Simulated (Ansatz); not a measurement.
# Heat carried by phonons in CdS (Greenockite, P6_3mc)

How well does the lattice of CdS (Greenockite) conduct heat?

Measurements to reproduce:
- thermal conductivity 16 W/m/K near room temperature (given in “Combining the AFLOW GIBBS and Elastic Libraries to efficiently and robustly screen thermo-mechanical properties of solids”, 2017, arXiv:1611.05714)

Program: Ansatz 0.2.0. Level of theory: DFT LDA, scalar-relativistic, plane waves, PAW; PAW set soft_1. Results are calculated unless marked as measured.

The database entry behind the starting cell differs from later determinations by our own check (about 0.35 % long), so it need not match the best structure at ambient conditions.

## 1. The starting structure

The structure is hexagonal, space group P6_3mc (No. 186). Conventional cell: a = 4.150 Å, b = 4.150 Å, c = 6.737 Å, α = 90.00°, β = 90.00°, γ = 120.00°. Nearest to Cd lie 4 S at 2.53 to 2.54 Å. Nearest to S lie 4 Cd at 2.53 to 2.54 Å. Farther neighbours and most contacts between anions are not listed.

## 2. Probe on a coarse mesh

Before spending time, one coarse run tells the gap and the pressure of the starting cell.

The input, input.yaml:

```yaml
crystal:
  lattice:
    - [4.15, 0.0, 0.0]
    - [-2.075, 3.5940054257, 0.0]
    - [0.0, 0.0, 6.737]
  atoms:
    - { symbol: Cd, position: [0.3333333333, 0.6666666667, 0.0] }
    - { symbol: Cd, position: [0.6666666667, 0.3333333333, 0.5] }
    - { symbol: S, position: [0.3333333333, 0.6666666667, 0.375] }
    - { symbol: S, position: [0.6666666667, 0.3333333333, 0.875] }
kpoints:
  mp_grid: { grid: [6, 6, 4] }
hamiltonian:
  xc: lda
  pseudopotentials: { kind: paw, azcp: { folder: soft_1 }, xc_functional: pbe }
scf:
  occupations: { method: gaussian, width: 0.1 }
  lower_state_search: "off"
output:
  forces: true
  stress: true
  eigenvalues: true
```

On the command line:

```
> ansatz run input.yaml --threads 18 --pin off --max-ram 92160MiB --backend cuda --events-out ev --progress --plain --runs-dir out --max-vram 78GiB
```

Numbers of over 12 decimals in the logs are rounded to 6 here.

The program printed:

```text
Engine: ansatz 0.2.0, aarch64-unknown-linux-gnu
Pseudopotentials: kind: paw
Pseudopotential: Cd, paw, valence charge 20, recommended cutoff 420 eV (normal), soft_1/Cd.paw.azcp
Pseudopotential: S, paw, valence charge 6, recommended cutoff 420 eV (normal), soft_1/S.paw.azcp
Functional definition: SPW92
  exchange = slater_x
  correlation = pw_c
device memory: the entry about to start is reckoned to put 1.3 GiB on a device that reports 172.1 GiB free (of which the cap on the GPU budget leaves the run 78.0 GiB)
GPU FFT provider: cuFFT
GPU libraries: cuBLAS 13.8.1, cuFFT 12.4.0, cuSOLVER 12.3.2
GPU matrix products: emulated (plane waves: as basis.precision tells), large ones in fixed point in workspaces of 1.00 GiB
Crystal: 4 atoms, lattice volume = 100.483 Å³
Basis set: ecut = 420 eV, 1973 PW (Γ)
Bands: 32, of which v1, the nominal top of the filled ones, is band 26 counted from 1 (25 counted from 0)
Symmetry: 12 space group operations
Space group: P63mc (ITA 186), of the structure as read, at distance tolerance 4.6e-5 Å
k-points: 21 of 144 (time reversal used)
Non-local potential: Cd, projectors of the file, l = 0: 3, l = 1: 2, l = 2: 2, l = 3: 1
Non-local potential: S, projectors of the file, l = 0: 2, l = 1: 2, l = 2: 1
PAW form: soft (Blöchl's): semilocal exchange-correlation on the pseudo side does not see the compensation charge
PAW frozen core: Cd, regenerated for the run's functional, and the local potential with it (the file was generated under x = pbe(κ = 0.804, μ = 0.219515), c = pbe(β = 0.066725))
PAW frozen core: S, regenerated for the run's functional, and the local potential with it (the file was generated under x = pbe(κ = 0.804, μ = 0.219515), c = pbe(β = 0.066725))
PAW one-centre angular grid: Cd, 590 points (default); XC on 64 Gauss nodes
PAW one-centre angular grid: S, 110 points (default); XC on 64 Gauss nodes
Initial density: superposition of atomic densities (chi_scale 0.1, normalization cell, long waves kept (reshape's long-wave potential 0.00 eV rms))
Initial wavefunctions: pseudopotential atomic-orbital guess
GPU buffer pool allocated for 43200 grid points (all kernels)
GPU transforms: local potential and band sums: pruned to the plane-wave sphere, on 27×27×45
Functional: x = slater, c = lda
SCF iter   1: F=—  HF=-17977.474640 eV  |F-HF|=—  |Δ(HF+E_count)|=         —  Δρ=2.31e-2  dr2=4.39e-1  ethr=3.10e-3  ⟨swp⟩=7.7  Hψ=3040  notcnv=0
preconditioner: auto → Resta (q_TF=auto, 2.445 Å⁻¹)  ε∞=4.6  [insulator: Δε(μ)=1.129 eV  Ē_g=11.655 eV  σ=0.100 eV  W_gap=1.00  n_scr=22 (ndim 8)  ℏωp=22.2 eV  f_vac=0.075  D(μ)=0.00/eV (n_scr^D=0)  ε∞_Penn≈4.6]
SCF iter   2: F=—  HF=-17977.373394 eV  |F-HF|=—  |Δ(HF+E_count)|=   1.01e-1  Δρ=1.17e-2  dr2=1.11e-1  ethr=8.43e-4  ⟨swp⟩=2.8  Hψ=1245  notcnv=0  defer=42
SCF iter   3: F=—  HF=-17977.353880 eV  |F-HF|=—  |Δ(HF+E_count)|=   1.95e-2  Δρ=3.59e-3  dr2=1.22e-2  ethr=2.14e-4  ⟨swp⟩=2.0  Hψ=708  notcnv=0
automatic band count: iteration 3 solves 30 bands in place of 32: the levels show a gap, and the empty bands left out lie too high to hold charge; the band table lists the bands solved (type scf.n_extra_bands for more)
SCF iter   4: F=—  HF=-17977.351807 eV  |F-HF|=—  |Δ(HF+E_count)|=   2.07e-3  Δρ=7.50e-4  dr2=7.55e-4  ethr=2.35e-5  ⟨swp⟩=2.7  Hψ=1209  notcnv=0
SCF iter   5: F=—  HF=-17977.352174 eV  |F-HF|=—  |Δ(HF+E_count)|=   3.66e-4  Δρ=3.07e-4  dr2=1.29e-4  ethr=1.45e-6  ⟨swp⟩=1.8  Hψ=772  notcnv=0
SCF iter   6: F=—  HF=-17977.351541 eV  |F-HF|=—  |Δ(HF+E_count)|=   6.32e-4  Δρ=4.76e-5  dr2=2.70e-6  ethr=2.49e-7  ⟨swp⟩=2.0  Hψ=711  notcnv=0
SCF iter   7: F=—  HF=-17977.352649 eV  |F-HF|=—  |Δ(HF+E_count)|=   1.11e-3  Δρ=1.37e-5  dr2=1.99e-7  ethr=5.19e-9  ⟨swp⟩=2.1  Hψ=984  notcnv=0
SCF iter   8: F=-17977.352649 eV  HF=-17977.352649 eV  |F-HF|=3.16e-9  |Δ(HF+E_count)|=   1.56e-8  Δρ=3.32e-6  dr2=1.08e-8  ethr=1.92e-10  ⟨swp⟩=6.1  Hψ=2772  notcnv=0
SCF 1 converged in 8 iterations: F = -17977.352649 eV  dr2 = 1.08e-8
  greatest PAW one-centre occupation: 1.001 electrons in one spin orbital (limit 2), on the Cd atom at site 1 (counted from 0), in its partial waves of l = 0
SCF converged after 8 iterations
Free energy (F): -17977.352649 eV
Harris-Foulkes:  -17977.352649 eV  (|F-HF|=3.16e-9)
Internal energy: -17977.352649 eV  (E = F + TS)
E sigma→0 (E₀):  -17977.352649 eV
Fermi energy:    6.908025 eV
--- Per-component energies (eV) ---
  E_band       = -1034.836504
  E_kinetic    = 1092.389061
  E_local      = -8137.168946  (includes V_loc(G=0)·N_el)
  E_nonlocal   = 325.465177
  E_hartree    = 3689.081103
  E_xc         = -486.964671
  E_vxc        = -557.126526  (∫ρ·V_xc dr)
  E_paw        = -9079.602286  (= ΣΔE_a)
  E_vpaw       = -1136.549686  (= ΣTr[D̂ρ^β])
  E_aug_tail   = 0.000604  (compensation charges beyond the density's cutoff)
  E_ewald      = -5382.392226
  E_core_change = 1.839534  (= ΣΔE_core)
  E_smearing   = -0.000000  (= −TS)
  E_closure    = -0.000000  (closes the sum)
  Σ components = -17977.352649   (vs F -17977.352649, Δ=0.00e0)
--- Forces (eV/Å), atoms counted from 1 ---
  atom   1  Cd     0.00000000     0.00000000    -0.06058073
  atom   2  Cd    -0.00000000    -0.00000000    -0.06058073
  atom   3  S      0.00000000     0.00000000     0.06056740
  atom   4  S      0.00000000    -0.00000000     0.06056740
  max |Σ_I F_I| component: 2.67e-5 eV/Å
--- Stress (GPa, compression-positive) ---
       -3.292424       0.000000      -0.000000
       -0.000000      -3.292424       0.000000
       -0.000000       0.000000      -2.730401
  P = ⅓ Tr σ = -3.1051 GPa (-31.051 kbar)
--- Band table (eV; the first three rows and the last of 21) ---
  k-point 0: bands = [... 22 lower, 5.6756, 6.4021, 6.4491, 6.4491, 7.3595, 8.9886, 12.7148, 12.7148]
  k-point 1: bands = [... 22 lower, 5.7820, 5.7820, 6.3282, 6.3282, 8.3051, 9.0625, 12.5433, 12.7893]
  k-point 2: bands = [... 22 lower, 6.0479, 6.0479, 6.0479, 6.0479, 9.0509, 9.0509, 12.3996, 12.3996]
  k-point 20: bands = [... 22 lower, 4.0027, 4.0027, 5.3223, 5.3223, 10.6212, 10.6212, 12.3117, 12.3117]
```

Run time: 0.86 s. Hardware: 1 × NVIDIA GB200 with 18 threads of Arm Neoverse V2, shared host; peak memory 1.1 GiB.

Reading the cycles: dr2 is the Hartree energy of the density residual (eV), the measure of convergence; HF is the Harris–Foulkes estimate of the energy, which meets the free energy F at convergence.

This step gave:

| Property | Result |
| --- | --- |
| pressure | -3.105 GPa |
| gap on the k-mesh | 0.9104 eV |
| volume per atom | 25.12 Å³/atom |

Force by atom:

```tsv
atom	x (eV/Å)	y (eV/Å)	z (eV/Å)	size
Cd1	0.0000	0.0000	-0.0606	0.0606
Cd2	0.0000	0.0000	-0.0606	0.0606
S3	0.0000	0.0000	0.0606	0.0606
S4	0.0000	0.0000	0.0606	0.0606
```

The start is under -3.1 GPa at this level and looks like an insulator or semiconductor on this mesh.

## 3. Relaxation

Phonons are second derivatives about a minimum, so cell and atoms are relaxed first, inside the symmetry of the start.

input.yaml, the sections that differ from step 2:

```yaml
kpoints:
  mp_grid: { grid: [9, 9, 4] }
scf:
  occupations: { method: gaussian, width: 0.02 }
  lower_state_search: "off"
relax:
  adjacent_minimum: "off"
  f_tol: 0.005
  max_steps: 80
  cell: { stress_tol: 0.05 }
# crystal, hamiltonian, output: as in step 2
```

The program printed:

```text
[...]
Crystal: 4 atoms, lattice volume = 100.483 Å³
Basis set: ecut = 420 eV, 1973 PW (Γ)
Bands: 32, of which v1, the nominal top of the filled ones, is band 26 counted from 1 (25 counted from 0)
Symmetry: 12 space group operations
[...]
k-points: 36 of 324 (time reversal used)
[...]
SCF iter   1: F=—  HF=-17977.476733 eV  |F-HF|=—  |Δ(HF+E_count)|=         —  Δρ=2.31e-2  dr2=4.37e-1  ethr=3.10e-3  ⟨swp⟩=7.8  Hψ=5312  notcnv=0
[...]
SCF iter   2: F=—  HF=-17977.376108 eV  |F-HF|=—  |Δ(HF+E_count)|=   1.01e-1  Δρ=1.17e-2  dr2=1.10e-1  ethr=8.40e-4  ⟨swp⟩=2.9  Hψ=2169  notcnv=0  defer=72
[...]
SCF iter   8: F=-17977.355506 eV  HF=-17977.355506 eV  |F-HF|=2.58e-9  |Δ(HF+E_count)|=   7.65e-8  Δρ=2.04e-6  dr2=6.15e-9  ethr=1.92e-10  ⟨swp⟩=10.4  Hψ=5277  notcnv=0
SCF 1 converged in 8 iterations: F = -17977.355506 eV  dr2 = 6.15e-9
[...]
relax step   1: F+E_penalty+E_count = -17977.35550604 eV  Δ(F+E_penalty+E_count) = +0.000e0 eV  max|allowed force component| = 6.167e-2 eV/Å  Δτ_max = 0.0000 Å  P = -3.109 GPa  Ω = 100.483 Å³  (8 SCF iters, dr2 threshold 1.00e-7 eV, accepted)
[...]
Crystal: 4 atoms, lattice volume = 95.080 Å³
Basis set: ecut = 420 eV, 1811 PW (Γ)
[...]
iter 1 solved again at ethr=8.49e-6 eV; its pass at ethr=3.10e-3 eV (dr2=4.42e-3 eV) is discarded
[...]
SCF iter   2: F=—  HF=-17977.408167 eV  |F-HF|=—  |Δ(HF+E_count)|=   1.02e-3  Δρ=8.53e-4  dr2=1.02e-3  ethr=8.49e-6  ⟨swp⟩=2.1  Hψ=1366  notcnv=0
[...]
SCF iter   6: F=-17977.408610 eV  HF=-17977.408610 eV  |F-HF|=1.32e-7  |Δ(HF+E_count)|=   1.31e-8  Δρ=1.48e-5  dr2=1.49e-7  ethr=7.69e-10  ⟨swp⟩=6.5  Hψ=5435  notcnv=0
SCF 2 converged in 6 iterations: F = -17977.408610 eV  dr2 = 1.49e-7
[...]
relax step   2: F+E_penalty+E_count = -17977.40861006 eV  Δ(F+E_penalty+E_count) = -5.310e-2 eV  max|allowed force component| = 1.558e-2 eV/Å  Δτ_max = 0.0027 Å  P = +0.241 GPa  Ω = 95.080 Å³  energy of the carried Pulay correction = +8.186e-4 eV  (6 SCF iters, dr2 threshold 4.00e-7 eV, accepted)
[...]
Crystal: 4 atoms, lattice volume = 95.442 Å³
[...]
SCF iter   4: F=-17977.408850 eV  HF=-17977.408850 eV  |F-HF|=3.31e-8  |Δ(HF+E_count)|=   2.87e-8  Δρ=8.00e-6  dr2=9.30e-8  ethr=5.94e-10  ⟨swp⟩=6.1  Hψ=5097  notcnv=0
SCF 3 converged in 4 iterations: F = -17977.408850 eV  dr2 = 9.30e-8
relax step   3: F+E_penalty+E_count = -17977.40885044 eV  Δ(F+E_penalty+E_count) = -2.404e-4 eV  max|allowed force component| = 5.844e-3 eV/Å  Δτ_max = 0.0003 Å  P = -0.018 GPa  Ω = 95.442 Å³  energy of the carried Pulay correction = +7.624e-4 eV  (4 SCF iters, dr2 threshold 3.09e-7 eV, accepted)
[...]
relax step   4: F+E_penalty+E_count = -17977.40886219 eV  Δ(F+E_penalty+E_count) = -1.176e-5 eV  max|allowed force component| = 1.464e-4 eV/Å  Δτ_max = 0.0006 Å  P = +0.000 GPa  Ω = 95.417 Å³  energy of the carried Pulay correction = +7.662e-4 eV  (5 SCF iters, dr2 threshold 2.13e-9 eV, accepted)
[...]
SCF iter   1: F=—  HF=-17977.406937 eV  |F-HF|=—  |Δ(HF+E_count)|=         —  Δρ=6.44e-5  dr2=6.66e-7  ethr=6.01e-7  ⟨swp⟩=3.9  Hψ=8791  notcnv=0
[...]
SCF iter   2: F=—  HF=-17977.408124 eV  |F-HF|=—  |Δ(HF+E_count)|=   1.19e-3  Δρ=3.09e-5  dr2=2.16e-7  ethr=1.28e-9  ⟨swp⟩=3.0  Hψ=2412  notcnv=0
[...]
SCF iter   5: F=-17977.408124 eV  HF=-17977.408124 eV  |F-HF|=3.64e-12  |Δ(HF+E_count)|=   3.94e-9  Δρ=1.21e-7  dr2=1.57e-11  ethr=1.00e-12  ⟨swp⟩=4.0  Hψ=5518  notcnv=0
SCF 5 converged in 5 iterations: F = -17977.408124 eV  dr2 = 1.57e-11
relax step   5: F+E_penalty+E_count = -17977.40812436 eV  Δ(F+E_penalty+E_count) = +7.378e-4 eV  max|allowed force component| = 1.470e-4 eV/Å  Δτ_max = 0.0000 Å  P = -0.002 GPa  Ω = 95.417 Å³  stress off target by 2.18e-3 GPa  SCF on the basis re-selected at this cell (its energy is not comparable with the rows above)  (5 SCF iters)
basis re-selected at this cell: Δ(F+E_penalty+E_count) = +7.378e-4 eV, ΔP = -0.002 GPa vs the last step (what re-selecting the basis moved, of the pressure what is left beyond the Pulay correction that the steps carried, after the strain that the cell walked since its last selection, with what the two solves' SCF thresholds leave and, on support functions, any second-order correction that the steps lacked; it is no measure of the basis error at this ecutwfc). The dense FFT grid was sized anew with the basis: this SCF ran on 30×30×45 points, the steps before it on 30×30×48, so part of this shift can come from that change (see relax.cell in the input reference). [rest of the remark cut]
SCF converged after 5 iterations
Free energy (F): -17977.408124 eV
[...]
Internal energy: -17977.408124 eV  (E = F + TS)
E sigma→0 (E₀):  -17977.408124 eV
Fermi energy:    7.709205 eV
[...]
--- Forces (eV/Å), atoms counted from 1 ---
  atom   1  Cd    -0.00000000     0.00000000    -0.00014688
  atom   2  Cd     0.00000000    -0.00000000    -0.00014688
  atom   3  S     -0.00000000    -0.00000000     0.00014704
  atom   4  S     -0.00000000     0.00000000     0.00014704
  max |Σ_I F_I| component: 3.14e-7 eV/Å
--- Stress (GPa, compression-positive) ---
       -0.001533      -0.000000      -0.000000
       -0.000000      -0.001533       0.000000
       -0.000000       0.000000      -0.002182
  P = ⅓ Tr σ = -0.0017 GPa (-0.017 kbar)
--- Band table (eV; the first three rows and the last of 36) ---
  k-point 0: bands = [... 22 lower, 6.3625, 7.1344, 7.1960, 7.1960, 8.2222, 9.8052, 13.4642, 13.4642, ... 2 higher]
  k-point 1: bands = [... 22 lower, 6.4767, 6.4767, 7.0652, 7.0652, 9.1680, 9.8838, 13.2532, 13.5383, ... 2 higher]
  k-point 2: bands = [... 22 lower, 6.7627, 6.7627, 6.7627, 6.7627, 9.9010, 9.9010, 13.1790, 13.1790, ... 2 higher]
  k-point 35: bands = [... 22 lower, 4.5099, 4.5099, 5.9503, 5.9503, 11.4491, 11.4491, 13.0563, 13.0563, ... 2 higher]
--- Relaxed structure (4 steps of the walk, 4 accepted, 1 SCFs on fresh bases) ---
  F+E_penalty+E_count = -17977.40812436 eV   max|allowed force component| = 1.470e-4 eV/Å   (the final SCF, on the basis selected at the relaxed cell)
  cell:  # Å, volume = 95.4171 Å³
    - [4.073844, 0, -2.0130318671242067e-17]
    - [-2.036922, 3.528052, 1.0065159335621038e-17]
    - [-3.267902575620725e-17, 0, 6.638761]
  atoms:
    - { symbol: Cd, position: [0.333333, 0.666667, -0.000535719] }
    - { symbol: Cd, position: [0.666667, 0.333333, 0.499464] }
    - { symbol: S, position: [0.333333, 0.666667, 0.375536] }
    - { symbol: S, position: [0.666667, 0.333333, 0.875536] }
```

Run time: 4 s. Hardware: 1 × NVIDIA GB200 with 18 threads; peak memory 1.1 GiB.

Relaxation path:

```tsv
step	energy less that of the first step (eV)	largest force component (eV/Å)	pressure (GPa)	volume (Å³)
1	0.0000	0.0617	-3.11	100.48
2	-0.0531	0.0156	0.24	95.08
3	-0.0533	0.0058	-0.02	95.44
4	-0.0534	0.0001	0.00	95.42
5*	-0.0526	0.0001	0.00	95.42
```

Relaxation steps marked * repeat the geometry before them on a plane-wave basis chosen anew for their cell, so energy and pressure can jump there.

The run keeps the 12 symmetry operations that it works with, so distortions that break them were not tested.

```tsv
conventional cell, symmetrised	before	after	change
a (Å)	4.150	4.074	-1.8 %
b (Å)	4.150	4.074	-1.8 %
c (Å)	6.737	6.639	-1.5 %
volume (Å³/atom)	25.12	23.85	-5.0 %
```

Final coordinates:

```xyz
4
Lattice="4.0738 0.0000 0.0000 -2.0369 3.5281 0.0000 0.0000 0.0000 6.6388" Properties=species:S:1:pos:R:3 pbc="T T T"
Cd    0.0000    2.3520   -0.0036
Cd    2.0369    1.1760    3.3158
S     0.0000    2.3520    2.4931
S     2.0369    1.1760    5.8125
```

Numbers from this step:

```yaml
pressure: -0.001749 GPa
gap_on_the_k_mesh: 1.026 eV
volume_per_atom: 23.85 Å³/atom
```

The relaxation ends with a largest force component of 1.5e-4 eV/Å and a pressure of 0.00 GPa.

## 4. Tight relaxation

The thresholds are tightened for a last relaxation ahead of the phonons, and where mesh or smearing change with them the cell follows.

input.yaml, the sections that differ from step 3:

```yaml
crystal:
  lattice:
    - [4.0738436099, 0.0, 0.0]
    - [-2.0369218049, 3.5280520572, 0.0]
    - [0.0, 0.0, 6.6387608611]
  atoms:
    - { symbol: Cd, position: [0.3333333333, 0.6666666667, -0.0005357185] }
    - { symbol: Cd, position: [0.6666666667, 0.3333333333, 0.4994642815] }
    - { symbol: S, position: [0.3333333333, 0.6666666667, 0.3755357185] }
    - { symbol: S, position: [0.6666666667, 0.3333333333, 0.8755357185] }
scf:
  occupations: { method: fixed }
  lower_state_search: "off"
relax:
  adjacent_minimum: "off"
  f_tol: 0.001
  max_steps: 60
  cell: { stress_tol: 0.01 }
# kpoints, hamiltonian, output: as in step 3
```

The program printed:

```text
[...]
GPU FFT provider: cuFFT
GPU libraries: cuBLAS 13.8.1, cuFFT 12.4.0, cuSOLVER 12.3.2
[...]
Crystal: 4 atoms, lattice volume = 95.417 Å³
Basis set: ecut = 420 eV, 1811 PW (Γ)
Bands: 32, of which v1, the nominal top of the filled ones, is band 26 counted from 1 (25 counted from 0)
Symmetry: 12 space group operations
[...]
--- Relaxed structure (1 steps of the walk, 1 accepted, 1 SCFs on fresh bases) ---
[...]
cell:  # Å, volume = 95.4171 Å³
    - [4.073844, -2.8867386699071066e-11, 0.0]
    - [-2.036922, 3.528052, 0.0]
    - [0.0, 0.0, 6.6387608611]
  atoms:
    - { symbol: Cd, position: [0.333333, 0.666667, -0.000535718] }
    - { symbol: Cd, position: [0.666667, 0.333333, 0.499464] }
    - { symbol: S, position: [0.333333, 0.666667, 0.375536] }
    - { symbol: S, position: [0.666667, 0.333333, 0.875536] }
[key lines of the parts left out:]
SCF converged after 8 iterations
Free energy (F): -17977.408124 eV
Fermi energy:    7.195980 eV
P = ⅓ Tr σ = -0.0017 GPa (-0.017 kbar)
```

It took 1.7 s on 1 × NVIDIA GB200 with 18 threads; peak memory 1.1 GiB; 3.5 s of CPU time.

Little changed from the start: no atom moved by 0.005 Å and no cell edge by 0.1 %.

Numbers from this step:

- pressure: -0.001750 GPa

The residual pressure is -0.0017 GPa, small enough for phonons.

[end of part 1 of 2]

[Logs are printed without paths, hosts, clocks, repeated set-up lines and the standing remarks that a program may print on its own settings, such as how far it seeks lower states.]

[Hosts, paths, dates, database ids (printed as entryN), source tags and the programs' standing remarks are cut or masked in the printed files.]

[A step with changed settings may run another functional than the one named; its input shows which.]
